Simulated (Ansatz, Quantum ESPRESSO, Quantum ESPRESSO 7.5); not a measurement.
**H-CC-F chair, 1 layer: biaxial strain by an ASE script**

Aim: band edges, gap and stiffness of H-CC-F chair, 1 layer under biaxial strain.

Calculated with Quantum ESPRESSO 7.5; plane-wave DFT, PBE, GBRV ultrasoft pseudopotentials (geometry by Ansatz 0.2.0 with PAW datasets; geometry under PBE).

Report form: the programs' logs are mostly left out.

## Step 1: The structure

The cell holds 4 atoms: 1 F, 2 C and 1 H. Cell: a = 2.508 Å, b = 2.508 Å, c = 17.907 Å, α = 90.0°, β = 90.0°, γ = 120.0°. Vacuum lies along c.

This sheet is a model structure: its symmetry is held, and its stability is not tested here.

## Step 2: Relaxation with Ansatz

The geometry comes first, from a plane-wave PAW code, so that the later runs on this slab share one structure.

Contents of input.yaml:

```yaml
crystal:
  lattice:
    - [2.508, 0.0, 0.0]
    - [-1.254, 2.1719917127, 0.0]
    - [0.0, 0.0, 17.9066666667]
  atoms:
    - { symbol: F, position: [0.6666666667, 0.3333333333, 0.4188384214] }
    - { symbol: C, position: [0.6666666667, 0.3333333333, 0.4931124348] }
    - { symbol: C, position: [0.3333333333, 0.6666666667, 0.5214072971] }
    - { symbol: H, position: [0.3333333333, 0.6666666667, 0.5811615786] }
kpoints:
  mp_grid: { grid: [12, 12, 1] }
hamiltonian:
  xc: pbe
scf:
  occupations: { method: fermi_dirac, width: 0.05 }
  convergence: { dr2_threshold: 1.0e-08 }
efield:
  axis: 3
  dipole_correction: true
  ramp_position: 0.97
  ramp_width: 0.04
relax:
  f_tol: 0.01
  cell: { fix: [c, alpha, beta] }
output:
  write_potential: true
  write_density: true
  volumetric_format: npy
```

On the command line:

```bash
ansatz run input.yaml --threads 2 --pin off --max-ram 4096MiB --backend cpu --events-out ev --progress --plain --runs-dir out
```

Elapsed: 10 s, on 2 threads of Arm Neoverse V2, shared host; peak memory 0.35 GiB; 20 s of CPU time.

Relaxation path:

```csv
step,energy less that of the first step (eV),largest force component (eV/Å),pressure (GPa),volume (Å³)
1,0.0000,1.9921,4.56,97.54
2,-0.0962,0.9333,1.62,101.25
3,-0.1105,0.1512,-0.07,102.21
4,-0.1107,0.0062,-0.02,102.38
5*,-0.1230,0.0054,0.16,102.38
6,-0.1227,0.0246,0.03,102.61
7,-0.1221,0.2369,0.02,102.65
8,-0.1226,0.0001,0.00,102.68
9*,-0.1233,0.0004,0.01,102.68
```

Relaxation steps marked * repeat the geometry before them on a plane-wave basis chosen anew for their cell, so energy and pressure can jump there. Relaxation step 7 was tried and not accepted.

Forces are held to the 6 operations that the run works with; a distortion that breaks them can't arise in this run.

```csv
cell as run,before,after,change
a (Å),2.508,2.573,+2.6 %
b (Å),2.508,2.573,+2.6 %
```

The atoms that moved most (Å, along periodic axes as changes of fractional coordinates times the final cell, across vacuum about the mean position):

```csv
atom,dx,dy,dz,length
F1,0.000,0.000,-0.026,0.026
H4,0.000,0.000,0.022,0.022
C2,0.000,0.000,0.018,0.018
C3,0.000,0.000,-0.013,0.013
```

Final coordinates:

```xyz
4
Lattice="2.5732 0.0000 0.0000 -1.2866 2.2285 0.0000 0.0000 0.0000 17.9067" Properties=species:S:1:pos:R:3
F     1.2866    0.7428    7.4736
C     1.2866    0.7428    8.8477
C     0.0000    1.4857    9.3235
H     0.0000    1.4857   10.4286
```

This step gave:

```
free energy                                                      : -1325.1900 eV
Fermi energy                                                     : -1.643 eV
gap by band count                                                : 2.636 eV
symmetry operations                                              : 6
dipole along the normal                                          : 0.1520 e·Å
vacuum level at the upper face over a Fermi level inside the gap : 2.275 eV
vacuum level at the lower face over a Fermi level inside the gap : 7.072 eV
```

## Step 3: Running the series

Under ESM bc1 levels count from the vacuum, or from the mean of the two vacuum levels where the sheet has a dipole, so band edges at unlike strains can be compared.

Level of this step: plane-wave DFT, PBE, GBRV ultrasoft pseudopotentials (Quantum ESPRESSO 7.5).

Contents of run.py:

```python
import json
import numpy as np
from ase import Atoms
from ase.calculators.espresso import Espresso, EspressoProfile

profile = EspressoProfile(command='mpirun -n 2 pw.x -nk 2', pseudo_dir='../pseudo')
pseudopotentials = {'C': 'c_pbe_v1.2.uspp.F.UPF', 'F': 'f_pbe_v1.4.uspp.F.UPF', 'H': 'h_pbe_v1.4.uspp.F.UPF'}
system = {'ecutwfc': 40, 'ecutrho': 200, 'occupations': 'smearing', 'smearing': 'fd', 'degauss': 0.002}


def calculator(name, kpts, **extra):
    data = dict(control=dict(tprnfor=True, verbosity='high', disk_io='none'),
                system=system | extra,
                electrons=dict(conv_thr=1e-09, mixing_beta=0.4, mixing_mode='plain',
                               electron_maxstep=100))
    return Espresso(profile=profile, directory=name, pseudopotentials=pseudopotentials, kpts=kpts, input_data=data)


def centre(atoms):
    z = atoms.positions[:, 2]
    atoms.positions[:, 2] -= (z.max() + z.min()) / 2  # ESM wants the slab about z = 0
    return atoms

sheet = Atoms(
    ['F', 'C', 'C', 'H'],
    scaled_positions=[
        [0.6666666667, 0.3333333333, 0.4173640019],
        [0.6666666667, 0.3333333333, 0.4941018615],
        [0.3333333333, 0.6666666667, 0.5206694764],
        [0.3333333333, 0.6666666667, 0.5823843921]],
    cell=[
        [2.573228886072, 0.000000000000, 0.000000000000],
        [-1.286614443036, 2.228481585090, 0.000000000000],
        [0.000000000000, 0.000000000000, 17.906666666700]],
    pbc=True)

rows = []
for strain in [-0.03, -0.015, 0.0, 0.015, 0.03]:
    atoms = sheet.copy()
    atoms.set_cell(sheet.cell.array * [[1 + strain], [1 + strain], [1]], scale_atoms=True)
    atoms = centre(atoms)
    atoms.calc = calculator(f's{strain:+.3f}', (18, 18, 1), assume_isolated='esm', esm_bc='bc1', nbnd=12)
    energy = atoms.get_potential_energy()
    levels = np.array([atoms.calc.get_eigenvalues(kpt=i) for i in range(len(atoms.calc.get_ibz_k_points()))])
    top, bottom = levels[:, 7].max(), levels[:, 8].min()
    direct = (levels[:, 8] - levels[:, 7]).min()
    rows.append([strain, energy, top, bottom, direct])
    print(f'strain {strain:+.3f}: E = {energy:.5f} eV, valence top {top:.3f}, conduction bottom {bottom:.3f}, '
          f'gap {bottom - top:.3f}, least direct gap {direct:.3f} eV')

x, energy, top, bottom, direct = np.array(rows).T
area = np.linalg.norm(np.cross(*sheet.cell[:2]))
stiffness = np.polyfit(x, energy, 2)[0] / area * 16.0218  # C11 + C12, heights clamped
print(f'valence and conduction edges move by {np.polyfit(x, top, 1)[0]:.2f} and {np.polyfit(x, bottom, 1)[0]:.2f} eV per unit biaxial strain')
print(f'C11 + C12 with clamped heights: {stiffness:.1f} N/m')
json.dump(dict(rows=rows, stiffness=stiffness), open('result.json', 'w'))
```

On the command line:

```bash
OMP_NUM_THREADS=1 python run.py
```

Elapsed: 80 s, on 2 MPI ranks; peak memory 0.17 GiB.

Read from the output:

* biaxial stiffness: 270.7 N/m

Table of band edge from the vacuum level by biaxial strain:

```csv
biaxial strain (%),valence top (eV),conduction bottom (eV)
-3.00,-5.85,-3.61
-1.50,-5.97,-3.53
0.00,-6.07,-3.44
1.50,-6.15,-3.36
3.00,-6.23,-3.28
```

The gap by biaxial strain:

```csv
biaxial strain (%),on the mesh (eV),least direct (eV)
-3.00,2.24,2.24
-1.50,2.44,2.44
0.00,2.62,2.62
1.50,2.79,2.79
3.00,2.95,2.95
```

Energy over the lowest against biaxial strain:

```csv
biaxial strain (%),energy over the lowest (meV)
-3.00,95.4
-1.50,23.1
0.00,0
1.50,20.4
3.00,78.9
```

## Step 4: The script: PBE, PseudoDojo norm-conserving

Level of this step: plane-wave DFT, PBE, PseudoDojo norm-conserving pseudopotentials (Quantum ESPRESSO 7.5).

run.py is the input of step 3 with these lines changed:

```diff
@@ -6,4 +6,4 @@
 profile = EspressoProfile(command='mpirun -n 2 pw.x -nk 2', pseudo_dir='../pseudo')
-pseudopotentials = {'C': 'c_pbe_v1.2.uspp.F.UPF', 'F': 'f_pbe_v1.4.uspp.F.UPF', 'H': 'h_pbe_v1.4.uspp.F.UPF'}
-system = {'ecutwfc': 40, 'ecutrho': 200, 'occupations': 'smearing', 'smearing': 'fd', 'degauss': 0.002}
+pseudopotentials = {'C': 'C.dojo-sr-pbe-0.4.1-standard.upf', 'F': 'F.dojo-sr-pbe-0.4.1-standard.upf', 'H': 'H.dojo-sr-pbe-0.4.1-standard.upf'}
+system = {'ecutwfc': 74, 'ecutrho': 296, 'occupations': 'smearing', 'smearing': 'fd', 'degauss': 0.002}
```

On the command line:

```bash
OMP_NUM_THREADS=1 python run.py
```

Run time: 5.1 min. Hardware: 2 MPI ranks; peak memory 0.25 GiB.

This step gave:

| Quantity | Value |
| --- | --- |
| biaxial stiffness | 271.4 N/m |

Table of band edge from the vacuum level by biaxial strain:

```csv
biaxial strain (%),valence top (eV),conduction bottom (eV)
-3.00,-5.80,-3.57
-1.50,-5.92,-3.48
0.00,-6.02,-3.40
1.50,-6.11,-3.32
3.00,-6.19,-3.23
```

Gap against biaxial strain:

```csv
biaxial strain (%),on the mesh (eV),least direct (eV)
-3.00,2.23,2.23
-1.50,2.43,2.43
0.00,2.62,2.62
1.50,2.79,2.79
3.00,2.95,2.95
```

Energy over the lowest against biaxial strain:

```csv
biaxial strain (%),energy over the lowest (meV)
-3.00,96.6
-1.50,23.7
0.00,0
1.50,20.0
3.00,78.2
```

## Step 5: The arithmetic

Under equal strain ε in the plane, E = A (C11 + C12) ε². From the points at ±1.5 %: d²E/dε² = (23.08 + 20.39 − 2 × 0.00) meV / 0.015² = 193 eV, and 193/(2 × 5.734 Å²) × 16.02 = 270 N/m.

## Step 6: What came out

* C11 + C12, heights clamped, PBE, GBRV ultrasoft: 271 N/m
* gap on the mesh at zero strain, PBE, GBRV ultrasoft: 2.62 eV
* valence top below the mean of the two vacuum levels at zero strain, PBE, GBRV ultrasoft: 6.07 eV
* shift of the valence top per unit biaxial strain, PBE, GBRV ultrasoft: -6.3 eV
* shift of the conduction bottom per unit biaxial strain, PBE, GBRV ultrasoft: 5.6 eV
* C11 + C12, heights clamped, PBE, PseudoDojo norm-conserving: 271 N/m
* gap on the mesh at zero strain, PBE, PseudoDojo norm-conserving: 2.62 eV
* valence top below the mean of the two vacuum levels at zero strain, PBE, PseudoDojo norm-conserving: 6.02 eV
* shift of the valence top per unit biaxial strain, PBE, PseudoDojo norm-conserving: -6.4 eV
* shift of the conduction bottom per unit biaxial strain, PBE, PseudoDojo norm-conserving: 5.6 eV

The sheet's biaxial stiffness comes to 271 N/m and its gap at zero strain to 2.62 eV (PBE, GBRV ultrasoft). From −3 % to +3 % the gap on the mesh goes from 2.24 to 2.95 eV; it is direct at every strain. Heights are clamped under strain, which makes a sheet with several atomic planes too stiff. Semilocal gaps are too small. The sheet carries a dipole, so the two faces have unlike vacuum levels and the zero lies between them.

[Logs are printed without paths, hosts, clocks, repeated set-up lines and the standing remarks that a program may print on its own settings, such as how far it seeks lower states.]

[Hosts, paths, dates, database ids (printed as entryN), source tags and the programs' standing remarks are cut or masked in the printed files.]

[Maps of the electrostatic potential energy from Ansatz leave out the sawtooth potential of an applied field or a dipole correction, so their vacuum need not be flat; planar profiles and work functions include it.]
